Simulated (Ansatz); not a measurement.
# (CdSe)1(MgSe)2 [001] superlattice, started as zinc blende: the cell at rest

Aim: bring (CdSe)1(MgSe)2 [001] superlattice, started as zinc blende to small forces and stress, as phonons need.

Calculated with Ansatz 0.2.0; DFT LDA, scalar-relativistic, plane waves, PAW.

The structure was built from a prototype and need not be the compound's stable phase.

## (1) The starting structure

The structure is tetragonal, space group I-4m2 (No. 119). The conventional cell has a = 4.203 Å, b = 4.203 Å, c = 17.830 Å, α = 90.00°, β = 90.00°, γ = 90.00°. Nearest to Cd lie 4 Se at 2.57 Å. Nearest to Mg lie 4 Se at 2.57 Å. Se has 2 Mg at 2.57 Å and 2 Cd at 2.57 Å nearest. Nearest to Se lie 4 Mg at 2.57 Å. Farther neighbours and most contacts between anions are not listed.

## (2) Probe on a coarse mesh

A quick single point on a coarse mesh tells whether the cell has a gap and how far it is from rest, which sets the k mesh and smearing that follow.

Input file input.yaml:

```yaml
crystal:
  lattice:
    - [2.97167, 2.97167, 0.0]
    - [-2.97167, 2.97167, 0.0]
    - [2.97167, 0.0, 8.915]
  atoms:
    - { symbol: Cd, position: [0.0, 0.0, 0.0] }
    - { symbol: Mg, position: [0.333333, 0.666667, 0.333333] }
    - { symbol: Mg, position: [0.666667, 0.333333, 0.666667] }
    - { symbol: Se, position: [0.416667, 0.083333, 0.166667] }
    - { symbol: Se, position: [0.75, 0.75, 0.5] }
    - { symbol: Se, position: [0.083333, 0.416667, 0.833333] }
kpoints:
  mp_grid: { grid: [4, 4, 4] }
hamiltonian:
  xc: lda
scf:
  occupations: { method: gaussian, width: 0.1 }
output:
  forces: true
  stress: true
  eigenvalues: true
```

Started as:

```bash
$ ansatz run input.yaml --threads 4 --pin off --max-ram 14336MiB --backend cpu --events-out ev --progress --plain --runs-dir out
```

Numbers of over 12 decimals in the logs are rounded to 6 here.

Output:

```text
[...]
k-point 0: bands = [... 40 lower, 4.2923, 5.3635, 5.4206, 5.4206, 7.0708, 9.0504, 9.1407, 9.9615, ... 4 higher]
  k-point 1: bands = [... 40 lower, 4.4905, 4.8571, 5.3255, 5.3255, 7.6825, 8.6600, 9.4111, 9.8028, ... 4 higher]
  k-point 2: bands = [... 40 lower, 4.6722, 4.6722, 5.1953, 5.1953, 8.4663, 8.5372, 8.9852, 9.7424, ... 4 higher]
  k-point 12: bands = [... 40 lower, 3.7208, 3.7433, 3.7890, 3.8592, 8.6787, 8.9468, 9.6641, 10.4130, ... 4 higher]
[key lines of the parts left out:]
SCF converged after 7 iterations
Free energy (F): -28076.835924 eV
Fermi energy:    6.247787 eV
P = ⅓ Tr σ = -0.4387 GPa (-4.387 kbar)
```

Run time: 3.1 s. Hardware: 4 threads of Arm Neoverse V1, shared host; peak memory 0.46 GiB; 9.9 s of CPU time.

A gap read on the k-mesh alone can miss the band edges.

This step gave:

| Property | Result |
| --- | --- |
| pressure | -0.4387 GPa |
| gap on the k-mesh | 1.650 eV |
| volume per atom | 26.24 Å³ |
| direct gap on mesh | 1.650 eV |

The coarse mesh shows a gap of 1.65 eV and a pressure of -0.4 GPa.

## (3) Relaxation

The cell and atoms are relaxed, since residual forces and stress would shift the frequencies.

input.yaml, the sections that differ from step 2:

```yaml
kpoints:
  mp_grid: { grid: [6, 6, 6] }
scf:
  occupations: { method: gaussian, width: 0.02 }
relax:
  adjacent_minimum: "off"
  f_tol: 0.005
  max_steps: 80
  cell: { stress_tol: 0.05 }
# crystal, hamiltonian, output: as in step 2
```

Output:

```text
[...]
Crystal: 6 atoms, lattice volume = 157.454 Å³
Basis set: ecut = 420 eV, 3025 PW (Γ)
Bands: 53, of which v1, the nominal top of the filled ones, is band 44 counted from 1 (43 counted from 0)
Symmetry: 8 space group operations
[...]
k-points: 30 of 216 (time reversal used)
[...]
SCF iter   1: F=—  HF=-28076.883354 eV  |F-HF|=—  |Δ(HF+E_count)|=         —  Δρ=6.01e-3  dr2=3.15e-2  ethr=1.77e-3  ⟨swp⟩=6.9  Hψ=5811  notcnv=0  defer=4
[...]
SCF iter   7: F=-28076.868849 eV  HF=-28076.868849 eV  |F-HF|=2.51e-8  |Δ(HF+E_count)|=   9.07e-8  Δρ=5.51e-6  dr2=7.09e-8  ethr=1.14e-10  ⟨swp⟩=9.6  Hψ=7138  notcnv=0
SCF 1 converged in 7 iterations: F = -28076.868849 eV  dr2 = 7.09e-8
[...]
relax step   1: F+E_penalty+E_count = -28076.86884903 eV  Δ(F+E_penalty+E_count) = +0.000e0 eV  max|allowed force component| = 4.401e-1 eV/Å  Δτ_max = 0.0000 Å  P = -0.490 GPa  Ω = 157.454 Å³  (7 SCF iters, dr2 threshold 1.00e-7 eV, accepted)
Crystal: 6 atoms, lattice volume = 155.831 Å³
Basis set: ecut = 420 eV, 3009 PW (Γ)
[...]
iter 1 solved again at ethr=2.83e-5 eV; its pass at ethr=3.10e-3 eV (dr2=2.49e-2 eV) is discarded
[...]
SCF iter   6: F=-28076.895978 eV  HF=-28076.895979 eV  |F-HF|=1.68e-7  |Δ(HF+E_count)|=   3.99e-7  Δρ=1.37e-5  dr2=4.69e-7  ethr=6.82e-10  ⟨swp⟩=6.6  Hψ=6767  notcnv=0
SCF 2 converged in 6 iterations: F = -28076.895978 eV  dr2 = 4.69e-7
[...]
relax step   2: F+E_penalty+E_count = -28076.89597838 eV  Δ(F+E_penalty+E_count) = -2.713e-2 eV  max|allowed force component| = 1.393e-1 eV/Å  Δτ_max = 0.0842 Å  P = -0.225 GPa  Ω = 155.831 Å³  energy of the carried Pulay correction = +1.888e-4 eV  (6 SCF iters, dr2 threshold 6.00e-7 eV, accepted)
Crystal: 6 atoms, lattice volume = 155.468 Å³
[...]
SCF iter   5: F=-28076.899951 eV  HF=-28076.899951 eV  |F-HF|=5.10e-8  |Δ(HF+E_count)|=   7.60e-7  Δρ=1.20e-5  dr2=3.30e-7  ethr=6.82e-10  ⟨swp⟩=5.6  Hψ=6614  notcnv=0
SCF 3 converged in 5 iterations: F = -28076.899951 eV  dr2 = 3.30e-7
relax step   3: F+E_penalty+E_count = -28076.89995130 eV  Δ(F+E_penalty+E_count) = -3.973e-3 eV  max|allowed force component| = 6.732e-3 eV/Å  Δτ_max = 0.0201 Å  P = -0.056 GPa  Ω = 155.468 Å³  energy of the carried Pulay correction = +2.312e-4 eV  (5 SCF iters, dr2 threshold 6.00e-7 eV, accepted)
[...]
relax step   4: F+E_penalty+E_count = -28076.90007108 eV  Δ(F+E_penalty+E_count) = -1.198e-4 eV  max|allowed force component| = 1.563e-3 eV/Å  Δτ_max = 0.0007 Å  P = -0.001 GPa  Ω = 155.311 Å³  energy of the carried Pulay correction = +2.497e-4 eV  (4 SCF iters, dr2 threshold 2.78e-8 eV, accepted)
[...]
relax step   5: F+E_penalty+E_count = -28076.90010372 eV  Δ(F+E_penalty+E_count) = -3.263e-5 eV  max|allowed force component| = 1.528e-3 eV/Å  Δτ_max = 0.0003 Å  P = +0.010 GPa  Ω = 155.274 Å³  energy of the carried Pulay correction = +2.540e-4 eV  (6 SCF iters, accepted)
[...]
SCF iter   4: F=-28076.899844 eV  HF=-28076.899844 eV  |F-HF|=1.46e-11  |Δ(HF+E_count)|=  2.26e-10  Δρ=2.11e-7  dr2=2.99e-11  ethr=1.00e-12  ⟨swp⟩=3.0  Hψ=6471  notcnv=0
SCF 6 converged in 4 iterations: F = -28076.899844 eV  dr2 = 2.99e-11
[...]
relax step   6: F+E_penalty+E_count = -28076.89984439 eV  Δ(F+E_penalty+E_count) = +2.593e-4 eV  max|allowed force component| = 1.512e-3 eV/Å  Δτ_max = 0.0000 Å  P = +0.010 GPa  Ω = 155.274 Å³  stress off target by 1.35e-2 GPa  SCF on the basis re-selected at this cell (its energy is not comparable with the rows above)  (4 SCF iters)
basis re-selected at this cell: Δ(F+E_penalty+E_count) = +2.593e-4 eV, ΔP = +0.000 GPa vs the last step (what re-selecting the basis moved, of the pressure what is left beyond the Pulay correction that the steps carried, after the strain that the cell walked since its last selection, with what the two solves' SCF thresholds leave and, on support functions, any second-order correction that the steps lacked; it is no m [...]
SCF converged after 4 iterations
Free energy (F): -28076.899844 eV
[...]
Internal energy: -28076.899844 eV  (E = F + TS)
E sigma→0 (E₀):  -28076.899844 eV
Fermi energy:    6.385730 eV
[...]
--- Forces (eV/Å), atoms counted from 1 ---
  atom   1  Cd     0.00000000    -0.00000000     0.00000000
  atom   2  Mg     0.00000000    -0.00000000    -0.00000762
  atom   3  Mg     0.00000000    -0.00000000     0.00000762
  atom   4  Se    -0.00000000     0.00000000     0.00151195
  atom   5  Se    -0.00000000     0.00000000     0.00000000
  atom   6  Se    -0.00000000     0.00000000    -0.00151195
  max |Σ_I F_I| component: 1.33e-16 eV/Å
--- Stress (GPa, compression-positive) ---
        0.013512      -0.000000       0.000000
       -0.000000       0.013512       0.000000
        0.000000       0.000000       0.003299
  P = ⅓ Tr σ = 0.0101 GPa (0.101 kbar)
--- Band table (eV; the first three rows and the last of 30) ---
  k-point 0: bands = [... 40 lower, 4.3629, 5.4600, 5.5298, 5.5298, 7.2415, 9.2057, 9.3353, 10.1474, ... 5 higher]
  k-point 1: bands = [... 40 lower, 4.4898, 5.1981, 5.4812, 5.4812, 7.5507, 8.9416, 9.5795, 10.0028, ... 5 higher]
  k-point 2: bands = [... 40 lower, 4.6845, 4.7020, 5.3614, 5.3614, 8.1746, 8.7256, 9.5319, 9.8996, ... 5 higher]
  k-point 29: bands = [... 40 lower, 3.7674, 3.8627, 3.9748, 4.0092, 8.7311, 9.2479, 9.6586, 10.5162, ... 5 higher]
--- Relaxed structure (5 steps of the walk, 5 accepted, 1 SCFs on fresh bases) ---
  F+E_penalty+E_count = -28076.89984439 eV   max|allowed force component| = 1.512e-3 eV/Å   (the final SCF, on the basis selected at the relaxed cell)
  cell:  # Å, volume = 155.2736 Å³
    - [2.967282, 2.967282, 0]
    - [-2.967282, 2.967282, 0]
    - [2.967282, 0, 8.817592]
  atoms:
    - { symbol: Cd, position: [-1.297231988017816e-19, 1.2972319880178138e-19, 2.5944639760356064e-19] }
    - { symbol: Mg, position: [0.331902, 0.668098, 0.336196] }
    - { symbol: Mg, position: [0.668098, 0.331902, 0.663804] }
    - { symbol: Se, position: [0.413096, 0.086904, 0.173809] }
    - { symbol: Se, position: [0.750000, 0.750000, 0.5] }
    - { symbol: Se, position: [0.086904, 0.413096, 0.826191] }
```

Elapsed: 41 s, on 4 threads; peak memory 0.57 GiB; 2.6 min of CPU time.

Step by step:

```csv
step,energy less that of the first step (eV),largest force component (eV/Å),pressure (GPa),volume (Å³)
1,0.0000,0.4401,-0.49,157.45
2,-0.0271,0.1393,-0.23,155.83
3,-0.0311,0.0067,-0.06,155.47
4,-0.0312,0.0016,0.00,155.31
5,-0.0313,0.0015,0.01,155.27
6*,-0.0310,0.0015,0.01,155.27
```

Relaxation steps marked * repeat the geometry before them on a plane-wave basis chosen anew for their cell, so energy and pressure can jump there.

The run keeps the 8 symmetry operations that it works with, so distortions that break them were not tested.

```csv
"conventional cell, symmetrised",before,after,change
a (Å),4.203,4.196,-0.1 %
b (Å),4.203,4.196,-0.1 %
c (Å),17.830,17.635,-1.1 %
volume (Å³/atom),26.24,25.88,-1.4 %
```

The atoms that moved most (Å, as changes of fractional coordinates times the final cell):

```csv
atom,dx,dy,dz,length
Se4,0.000,0.000,0.063,0.063
Se6,0.000,0.000,-0.063,0.063
Mg2,0.000,0.000,0.025,0.025
Mg3,0.000,0.000,-0.025,0.025
```

The relaxed structure:

```xyz
6
Lattice="2.9673 2.9673 0.0000 -2.9673 2.9673 0.0000 2.9673 0.0000 8.8176" Properties=species:S:1:pos:R:3 pbc="T T T"
Cd    0.0000    0.0000    0.0000
Mg    0.0000    2.9673    2.9644
Mg    2.9673    2.9673    5.8532
Se    1.4836    1.4836    1.5326
Se    1.4836    4.4509    4.4088
Se    1.4836    1.4836    7.2850
```

This step gave:

```yaml
pressure: 0.01011 GPa
gap_on_the_k_mesh: 1.712 eV
volume_per_atom: 25.88 Å³
direct_gap_on_mesh: 1.712 eV
```

In this step the volume went from 26.24 to 25.88 Å³/atom.

## (4) Relaxing to small forces for the phonons

Phonons need a cell at rest on their own settings, so the relaxation is repeated with tight tolerances on forces and stress, using the mesh and the filling of the phonon run that follows.

Input file input.yaml:

```yaml
crystal:
  lattice:
    - [2.967282292, 2.967282292, 0.0]
    - [-2.967282292, 2.967282292, 0.0]
    - [2.967282292, 0.0, 8.8175924928]
  atoms:
    - { symbol: Cd, position: [0.0, 0.0, 0.0] }
    - { symbol: Mg, position: [0.3319022126, 0.6680977874, 0.3361955748] }
    - { symbol: Mg, position: [0.6680977874, 0.3319022126, 0.6638044252] }
    - { symbol: Se, position: [0.4130957443, 0.0869042557, 0.1738085114] }
    - { symbol: Se, position: [0.75, 0.75, 0.5] }
    - { symbol: Se, position: [0.0869042557, 0.4130957443, 0.8261914886] }
kpoints:
  mp_grid: { grid: [8, 8, 8] }
hamiltonian:
  xc: lda
scf:
  occupations: { method: fixed }
output:
  forces: true
  stress: true
  eigenvalues: true
relax:
  adjacent_minimum: "off"
  f_tol: 0.001
  max_steps: 60
  cell: { stress_tol: 0.01 }
```

Output:

```text
[...]
Crystal: 6 atoms, lattice volume = 155.274 Å³
Basis set: ecut = 420 eV, 3009 PW (Γ)
Bands: 53, of which v1, the nominal top of the filled ones, is band 44 counted from 1 (43 counted from 0)
Symmetry: 8 space group operations
[...]
k-points: 59 of 512 (time reversal used)
[...]
cell:  # Å, volume = 155.2972 Å³
    - [2.967286, 2.967286, 0]
    - [-2.967286, 2.967286, 0]
    - [2.967286, 0, 8.818910]
  atoms:
    - { symbol: Cd, position: [0, 0, 0] }
    - { symbol: Mg, position: [0.331895, 0.668105, 0.336211] }
    - { symbol: Mg, position: [0.668105, 0.331895, 0.663789] }
    - { symbol: Se, position: [0.413087, 0.086913, 0.173825] }
    - { symbol: Se, position: [0.75, 0.75, 0.500000] }
    - { symbol: Se, position: [0.086913, 0.413087, 0.826175] }
[key lines of the parts left out:]
SCF converged after 6 iterations
Free energy (F): -28076.901950 eV
Fermi energy:    5.527368 eV
P = ⅓ Tr σ = -0.0012 GPa (-0.012 kbar)
```

The job ended after 44 s (4 threads; peak memory 0.69 GiB).

Little changed from the start: no atom moved by 0.005 Å and no cell edge by 0.1 %.

Numbers from this step:

```
pressure : -0.001176 GPa
```

The largest force component left is 0.68 meV/Å and the pressure is -0.001 GPa, within the tolerances set. The cell now holds 25.88 Å³/atom.

## (5) What came out

* space group after relaxation (within 0.01 Å): I-4m2
* lattice constant a: 4.196 Å
* lattice constant b: 4.196 Å
* lattice constant c: 17.638 Å
* volume per atom: 25.9 Å³
* gap on the k-mesh: 1.71 eV

**Reading.** The largest force component left is 0.68 meV/Å and the pressure is -0.001 GPa, within the tolerances set. The cell now holds 25.88 Å³/atom. The relaxation keeps the symmetry of its start, so it says nothing on stability against lower symmetry. The starting cell was built on a prototype and not taken from a measurement, so the phase need not exist.

[Logs are printed without paths, hosts, clocks, repeated set-up lines and the standing remarks that a program may print on its own settings, such as how far it seeks lower states.]

[Hosts, paths, dates, database ids (printed as entryN), source tags and the programs' standing remarks are cut or masked in the printed files.]
